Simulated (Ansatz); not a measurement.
# Reading EPR parameters

A crystal has the composition RbMF3, where M is a 3d element. A calculation (PBE+U, spin-orbit coupling in second variation, Ansatz) gives:

```
S                    : 3/2
g                    : 1.9757 (isotropic)
moment in its sphere : 2.26 μB
```

**Question.** Which ion is it, and why?

The crystal is RbVF3, space group Pm-3m. The spin sits on V, with 6 F at 2.09 Å round it. With the usual charges of the other elements M must be +2. High-spin ions of that charge with S = 3/2 are d3 and d7, V and Co; the sign of the g shift picks V²⁺ d³. Low-spin ions are left aside. The shift is negative: in a shell less than half full the orbital moment opposes the spin.

[Logs are printed without paths, hosts, clocks, repeated set-up lines and the standing remarks that a program may print on its own settings, such as how far it seeks lower states.]

[Hosts, paths, dates, database ids (printed as entryN), source tags and the programs' standing remarks are cut or masked in the printed files.]
